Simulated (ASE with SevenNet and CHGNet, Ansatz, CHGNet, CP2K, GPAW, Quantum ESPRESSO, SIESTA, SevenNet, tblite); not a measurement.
**Running liquid diethyl ether at 300 K (75 atoms) with machine-learned potentials**

How do the settings of machine-learned potentials change the result for liquid diethyl ether at 300 K (75 atoms)? A plane-wave run serves as the yardstick.

Method: the method is named at each step, in ASE with SevenNet and CHGNet.

## (1) Starting point

The cell holds 75 atoms: 20 C, 5 O and 50 H. Cell: a = 9.535 Å, b = 9.535 Å, c = 9.535 Å, α = 90.0°, β = 90.0°, γ = 90.0°. 5 diethyl ether placed at random, at 0.71 g/cm³; overlaps pushed apart, then 10 ps at 450 K with MMFF94 bonds, angles, torsions, charges and radii (Halgren, J. Comput. Chem. 17, 490 (1996)) in harmonic and 12-6 forms. Snapshot after 20 ps at 300 K and fixed volume. Then every atom was moved at random, 0.05 Å r.m.s. a Cartesian component (hydrogen 0.6 of that).

The yardstick, on the same geometry:

| Quantity | Value |
| --- | --- |
| method | Kohn-Sham DFT, PBE, PAW, plane waves (Ansatz 0.2.0); cutoff 420 eV, Γ point, fermi-dirac smearing of 0.05 eV; PAW set soft_2 |
| r.m.s. force component | 1.842 eV/Å |
| longest force | 7.482 eV/Å |
| pressure | 2.018 GPa |
| gap (highest filled to lowest empty level) | 4.349 eV |
| SCF cycles | 9 |
| time | 4.6 s on 4 threads of Arm Neoverse V1, shared host |
| CPU time | 16 s |

## (2) SevenNet l3i5 potential

Method: machine-learned interatomic potential SevenNet l3i5, trained on PBE(+U) plane-wave data.

The input, run.py:

```python
import numpy as np
from ase.io import read
import mlip  # loads the published weights by name

atoms = read("structure.xyz")
atoms.calc = mlip.calc("7net-l3i5")
energy = atoms.get_potential_energy()
forces = atoms.get_forces()
print(f"energy {energy:.6f} eV")
print("forces (eV/A)")
for i, (a, f) in enumerate(zip(atoms, forces)):
    print(f"{i:4d} {a.symbol:2s} {f[0]:10.5f} {f[1]:10.5f} {f[2]:10.5f}")
stress = -atoms.get_stress(voigt=False) * 160.21766
print("stress (GPa, compression positive)")
for row in stress:
    print(" ".join(f"{x:10.4f}" for x in row))
```

The input, structure.xyz:

```xyz
75
Lattice="9.53465 0.00000 0.00000 0.00000 9.53465 0.00000 0.00000 0.00000 9.53465" Properties=species:S:1:pos:R:3 pbc="T T T"
C 8.62390 0.90388 7.24138
C 0.02222 9.19941 6.81708
O 8.96896 8.67167 5.69714
C 0.11499 7.49414 5.06462
C 8.86179 6.95381 4.06271
H 9.03093 1.31435 8.21658
H 7.67291 0.44956 7.39307
H 8.63649 1.60869 6.51608
H 1.03460 9.45465 6.60103
H 9.50662 8.33719 7.62629
H 0.33676 6.78858 5.94552
H 0.92934 7.93950 4.64929
H 8.34949 7.80669 3.45126
H 8.07528 6.35570 4.38117
H 0.04758 6.39565 3.35791
C 1.07541 3.33341 3.33198
C 1.90302 2.16465 2.74112
O 1.42600 2.05357 1.29929
C 2.20355 0.98216 0.81083
C 1.46328 9.11932 0.94965
H 1.23617 4.26618 2.66312
H 1.47682 3.55328 4.28640
H 0.03499 3.23463 3.35496
H 2.96280 2.55796 2.66045
H 1.72015 1.29023 3.33636
H 3.20545 0.89807 1.08733
H 2.13271 1.35411 9.31755
H 1.80815 8.34053 0.39369
H 0.39969 9.22306 0.63186
H 1.34296 8.86618 2.04451
C 5.47918 3.34571 4.50274
C 6.41949 2.31692 4.11725
O 6.25845 2.03050 2.75075
C 7.16863 1.16237 2.26429
C 7.28619 1.40484 0.70709
H 4.48052 2.93019 4.55461
H 5.59970 4.19763 4.03449
H 5.67607 3.41073 5.62049
H 7.57242 2.64157 4.13089
H 6.51541 1.27364 4.67732
H 6.69180 0.09439 2.40864
H 8.11446 1.18926 2.72977
H 7.83624 2.29633 0.53699
H 6.27380 1.46805 0.22540
H 7.86323 0.46825 0.38081
C 4.46632 0.04252 6.90347
C 4.97985 8.31994 7.00511
O 3.95631 7.33186 6.97574
C 4.57692 6.09054 6.92416
C 3.63976 4.98081 6.33701
H 3.78640 0.23608 6.16959
H 5.19677 0.84477 6.69990
H 3.90349 0.28318 7.80583
H 5.76722 8.13658 6.16415
H 5.80183 8.14841 7.86628
H 4.79116 5.80441 8.04362
[... 15 atom lines left out ...]
H 5.04116 4.76609 1.66589
H 3.36011 6.51426 2.32750
H 3.54737 6.42292 0.55082
H 4.31042 7.67473 1.37766
```

Command:

```bash
$ OMP_NUM_THREADS=1 python run.py > output.txt
```

What it wrote:

```text
energy -391.731201 eV
forces (eV/A)
   0 C     2.95038   -3.31114    2.98257
   1 C    -2.07558   -0.26824    2.33864
   2 O    -1.27022   -1.34691   -2.44033
   3 C    -0.45970    1.52999    6.20861
   4 C    -1.14825    0.14952   -5.27887
   5 H    -0.50732   -0.26623   -0.97441
   6 H    -1.10251   -0.07403    0.20647
   7 H    -0.04802    2.31123   -2.43858
   8 H     1.40955    0.43447    0.25271
   9 H     0.51739    1.66540   -0.70107
  10 H     0.20366    0.60576   -1.26691
  11 H     3.37416    0.96036   -0.87518
  12 H     0.97088   -1.23950    0.62932
  13 H    -1.46306   -1.49310    0.64701
  14 H    -1.24969    0.33797    0.48218
  15 C     2.17658    1.12672   -2.47832
  16 C    -1.32583    3.33984   -1.76052
  17 O     1.12414   -0.22475    3.94519
  18 C    -3.70454   -1.19435   -3.23611
  19 C    -1.90648    3.21951    2.55606
  20 H     0.02885   -1.19950    0.89925
  21 H     0.22987    0.43816    1.37900
  22 H    -1.73427   -0.73457    0.19984
  23 H    -0.66300   -0.95459    0.45457
[...]
67 H    -1.70926   -0.17305    0.13786
  68 H    -0.27385   -0.57137    0.89976
  69 H    -0.79991   -0.61045    0.04629
  70 H     1.24115   -0.06122    1.85786
  71 H    -0.35620   -3.89816    0.03135
  72 H     0.52407   -0.15285   -0.05208
  73 H     1.01573   -0.58184    1.32608
  74 H     0.68092   -0.30206    0.67264
stress (GPa, compression positive)
    1.6660     0.0685    -0.1204
    0.0685     3.0749     1.8083
   -0.1204     1.8083     1.2650
```

It took 12 s on 1 thread of Arm Neoverse V1, shared host; peak memory 1.5 GiB.

Banners, paths, timers and routine set-up lines are dropped from the logs unmarked, and long logs keep their key lines alone; longer cuts are marked.

Compared with the plane-wave run:

```
r.m.s. force component                  : 1.846 eV/Å
r.m.s. difference of force components   : 101.8 meV/Å
longest difference of force vectors     : 548.8 meV/Å
force difference over r.m.s. force      : 5.527 %
slope of forces against the reference's : 1.001
correlation of force components         : 0.9985
pressure                                : 2.002 GPa
pressure difference                     : -0.0164 GPa
```

Length of the force difference by element (eV/Å):

| element | atoms | mean | most |
| --- | --- | --- | --- |
| C | 20 | 0.19 | 0.43 |
| H | 50 | 0.089 | 0.19 |
| O | 5 | 0.43 | 0.55 |

A closer look about O3, one of the 5 O atoms: 12 atoms, nearest first, numbered in the order of the input, with positions taken from that point.

| atom | x | y | z | distance (Å) | bonds | Fx | Fy | Fz (eV/Å) |
| --- | --- | --- | --- | --- | --- | --- | --- | --- |
| O3 | 0.00 | 0.00 | 0.00 | 0.00 | 2 | -1.27 | -1.35 | -2.44 |
| C2 | 0.59 | 0.53 | 1.12 | 1.37 | 4 | -2.08 | -0.27 | 2.34 |
| C4 | 0.68 | -1.18 | -0.63 | 1.50 | 4 | -0.46 | 1.53 | 6.21 |
| H12 | 1.50 | -0.73 | -1.05 | 1.97 | 1 | 3.37 | 0.96 | -0.88 |
| H9 | 1.60 | 0.78 | 0.90 | 2.00 | 1 | 1.41 | 0.43 | 0.25 |
| H10 | 0.54 | -0.33 | 1.93 | 2.03 | 1 | 0.52 | 1.67 | -0.70 |
| H11 | 0.90 | -1.88 | 0.25 | 2.10 | 1 | 0.20 | 0.61 | -1.27 |
| C1 | -0.35 | 1.77 | 1.54 | 2.37 | 4 | 2.95 | -3.31 | 2.98 |
| C5 | -0.11 | -1.72 | -1.63 | 2.37 | 4 | -1.15 | 0.15 | -5.28 |
| H13 | -0.62 | -0.86 | -2.25 | 2.49 | 1 | 0.97 | -1.24 | 0.63 |
| H7 | -1.30 | 1.31 | 1.70 | 2.51 | 1 | -1.10 | -0.07 | 0.21 |
| H8 | -0.33 | 2.47 | 0.82 | 2.62 | 1 | -0.05 | 2.31 | -2.44 |

Atoms are counted from 1 here, from 0 in the log.

Forces lie 5.5 % from the reference's, at 0.68 times its CPU time (on 1 against 4 cores).

## (3) CHGNet r2SCAN potential

Method: machine-learned interatomic potential CHGNet r2SCAN, trained on r2SCAN plane-wave data.

run.py: that of step 2 with these lines changed.

```diff
@@ -5,3 +5,3 @@
 atoms = read("structure.xyz")
-atoms.calc = mlip.calc("7net-l3i5")
+atoms.calc = mlip.calc("chgnet-r2scan")
 energy = atoms.get_potential_energy()
```

structure.xyz is that of step 2.

What it wrote:

```text
CHGNet vr2scan initialized with 412,525 parameters
CHGNet will run on cpu
energy -416.945862 eV
forces (eV/A)
   0 C     2.64896   -3.21372    2.87268
   1 C    -1.80275   -0.60268    1.57865
   2 O    -0.59314   -0.79719   -1.03246
   3 C    -0.92561    0.87932    5.52010
   4 C    -0.67403    0.27977   -4.95373
   5 H    -0.50181   -0.24952   -1.02801
   6 H    -0.94915    0.03921    0.13303
   7 H    -0.15706    2.22290   -2.19315
   8 H     1.05854    0.48819    0.04286
   9 H     0.20169    1.35210   -0.76215
  10 H     0.12550    0.66175   -1.02237
  11 H     3.39008    1.06610   -1.02185
  12 H     0.72669   -1.21678    0.65493
  13 H    -1.32800   -1.27633    0.58104
  14 H    -1.18439    0.37242    0.59050
  15 C     2.08670    0.99072   -2.15907
  16 C    -0.89320    2.98677   -1.61907
  17 O     0.70523   -0.09860    4.23844
  18 C    -2.84860   -1.29863   -2.98464
  19 C    -1.95559    3.07105    2.48213
  20 H    -0.15365   -1.12308    0.94744
  21 H     0.22537    0.32331    1.04708
  22 H    -1.50193   -0.52284    0.08871
  23 H    -0.82285   -0.84778    0.24243
[...]
67 H    -1.83686   -0.04459    0.15783
  68 H    -0.46331   -0.44447    0.78276
  69 H    -0.89775   -0.50291    0.00244
  70 H     1.18924    0.07672    1.60540
  71 H    -0.48006   -3.87905   -0.14708
  72 H     0.75421   -0.20438   -0.28008
  73 H     1.02057   -0.36312    1.30295
  74 H     0.48067   -0.48620    0.44678
stress (GPa, compression positive)
    0.4565     0.4063    -0.1606
    0.4063     2.2031     1.2441
   -0.1606     1.2441    -0.1041
```

The job ended after 4.7 s (1 thread; peak memory 1.3 GiB).

Numbers from this run, and their distance from the reference:

- r.m.s. force component: 1.699 eV/Å
- r.m.s. difference of force components: 255.7 meV/Å
- longest difference of force vectors: 1350 meV/Å
- force difference over r.m.s. force: 13.88 %
- slope of forces against the reference's: 0.9157
- correlation of force components: 0.9928
- pressure: 0.8518 GPa
- pressure difference: -1.167 GPa

Against the first run (5.5 %), the force difference from the reference is 14 %, at 0.40 times the CPU time; this potential was trained at another functional than the reference's.

## (4) SevenNet 0 potential

Method: machine-learned interatomic potential SevenNet 0, trained on PBE(+U) plane-wave data.

run.py: that of step 3 with these lines changed.

```diff
@@ -5,3 +5,3 @@
 atoms = read("structure.xyz")
-atoms.calc = mlip.calc("chgnet-r2scan")
+atoms.calc = mlip.calc("7net-0")
 energy = atoms.get_potential_energy()
```

structure.xyz is that of step 3.

What it wrote:

```text
energy -391.550171 eV
forces (eV/A)
   0 C     2.93803   -3.37467    2.72577
   1 C    -1.88513   -0.36041    2.27632
   2 O    -1.23847   -1.15866   -2.08304
   3 C    -0.12298    1.48927    6.10929
   4 C    -1.27358    0.23225   -5.39097
   5 H    -0.48103   -0.22587   -0.91546
   6 H    -1.11990   -0.05322    0.18972
   7 H    -0.10439    2.28614   -2.33778
   8 H     1.28056    0.44352    0.19778
   9 H     0.42116    1.59154   -0.74777
  10 H     0.16506    0.59727   -1.03985
  11 H     3.23812    0.84861   -0.90292
  12 H     0.86097   -1.23477    0.58698
  13 H    -1.45668   -1.50018    0.66343
  14 H    -1.16349    0.42161    0.50372
  15 C     2.02121    0.96180   -2.34622
  16 C    -1.07152    3.37298   -1.68648
  17 O     0.91545   -0.68981    3.48388
  18 C    -3.68277   -0.97718   -2.76046
  19 C    -1.81030    3.46493    2.57740
  20 H     0.03133   -1.14081    0.83699
  21 H     0.26354    0.41274    1.32495
  22 H    -1.67476   -0.64629    0.17166
  23 H    -0.54620   -0.97896    0.51260
[...]
67 H    -1.68140   -0.13361    0.17741
  68 H    -0.22300   -0.62313    0.86733
  69 H    -0.73668   -0.49583    0.08033
  70 H     1.19079   -0.03890    1.91677
  71 H    -0.41527   -3.80894    0.04601
  72 H     0.37804   -0.13123   -0.02255
  73 H     0.91414   -0.54498    1.21020
  74 H     0.70154   -0.22646    0.57388
stress (GPa, compression positive)
    1.5607     0.1434     0.0669
    0.1434     2.7039     1.5640
    0.0669     1.5640     1.2509
```

Elapsed: 8.1 s, on 1 thread; peak memory 0.95 GiB.

Compared with the plane-wave run:

```
r.m.s. force component                  : 1.802 eV/Å
r.m.s. difference of force components   : 131.9 meV/Å
longest difference of force vectors     : 830.5 meV/Å
force difference over r.m.s. force      : 7.163 %
slope of forces against the reference's : 0.9757
correlation of force components         : 0.9976
pressure                                : 1.839 GPa
pressure difference                     : -0.1799 GPa
```

Against the first run (5.5 %), the force difference from the reference is 7.2 %, at 0.74 times the CPU time.

## (5) Side by side

Differences are against the plane-wave reference, forces as r.m.s. over components; share is that over the reference's r.m.s. force, slope the least-squares factor from reference forces to these. Total energies of different programs have different zeros and aren't compared.

| run | Δ force, r.m.s. (meV/Å) | share (%) | slope | Δ pressure (GPa) | cores | CPU time | memory (GiB) |
| --- | --- | --- | --- | --- | --- | --- | --- |
| reference | - | - | - | - | 4 | 16 s | 0.76 |
| SevenNet l3i5 potential | 102 | 5.53 | 1.001 | -0.0164 | 1 | 11 s | 1.5 |
| CHGNet r2SCAN potential | 256 | 13.9 | 0.916 | -1.17 | 1 | 4.4 s | 1.3 |
| SevenNet 0 potential | 132 | 7.16 | 0.976 | -0.180 | 1 | 8.1 s | 0.95 |

Times of the machine-learned potentials are mostly Python's start and the loading of weights.

CPU time is summed over cores on a shared host, where runs went side by side, so it is rough. Symmetry, cutoffs, thresholds, outputs and thread counts weren't matched or tuned between programs; memory under MPI is the largest rank's times the ranks.

A second geometry, displaced anew (every atom was moved at random, 0.04 Å r.m.s. a Cartesian component (hydrogen 0.6 of that)), gives an energy difference that all programs can be tested on. The reference puts it at -17.77 meV/atom.

| run | energy less the first geometry's (meV/atom) | error (meV/atom) | force share at the second geometry (%) |
| --- | --- | --- | --- |
| SevenNet l3i5 potential | -17.60 | 0.161 | 7.18 |
| CHGNet r2SCAN potential | -18.48 | -0.716 | 19.0 |
| SevenNet 0 potential | -18.12 | -0.359 | 9.15 |

## (6) Summary of results

| Property | Result |
| --- | --- |
| nearest in forces | SevenNet l3i5 potential, 5.5 % |
| its CPU time | 11 s |

**Reading.** Machine-learned potentials differ by 5.5 % (SevenNet l3i5 potential) to 14 % (CHGNet r2SCAN potential); they were trained on other programs' data, some at another functional. The energy difference between the two geometries, -17.8 meV/atom in the reference, is met best by SevenNet l3i5 potential (+0.161) and worst by CHGNet r2SCAN potential (-0.716). Machine-learned potentials mimic data converged in k, so the reference's own k-point error enters their differences. The network of contacts between molecules at the start is that of the classical potential that made the cell, and needn't be the one that DFT or experiment would give. The reference's PBE has no dispersion term, which matters for the binding between molecules or layers. The electronic-structure runs sample only Γ, in a cell whose shortest periodic width is 10 Å.

[Also dropped from logs without a mark: logging warnings of Python, and SIESTA's first energy breakdown and zero terms.]

[Logs are printed without paths, hosts, clocks, repeated set-up lines and the standing remarks that a program may print on its own settings, such as how far it seeks lower states.]

[Hosts, paths, dates, database ids (printed as entryN), source tags and the programs' standing remarks are cut or masked in the printed files.]

[The MMFF94 radii named for the starting cell were scaled by 0.96; in molecules described by MMFF94, hydrogen bound to N, O or S took a small fixed 12-6 site in their place.]
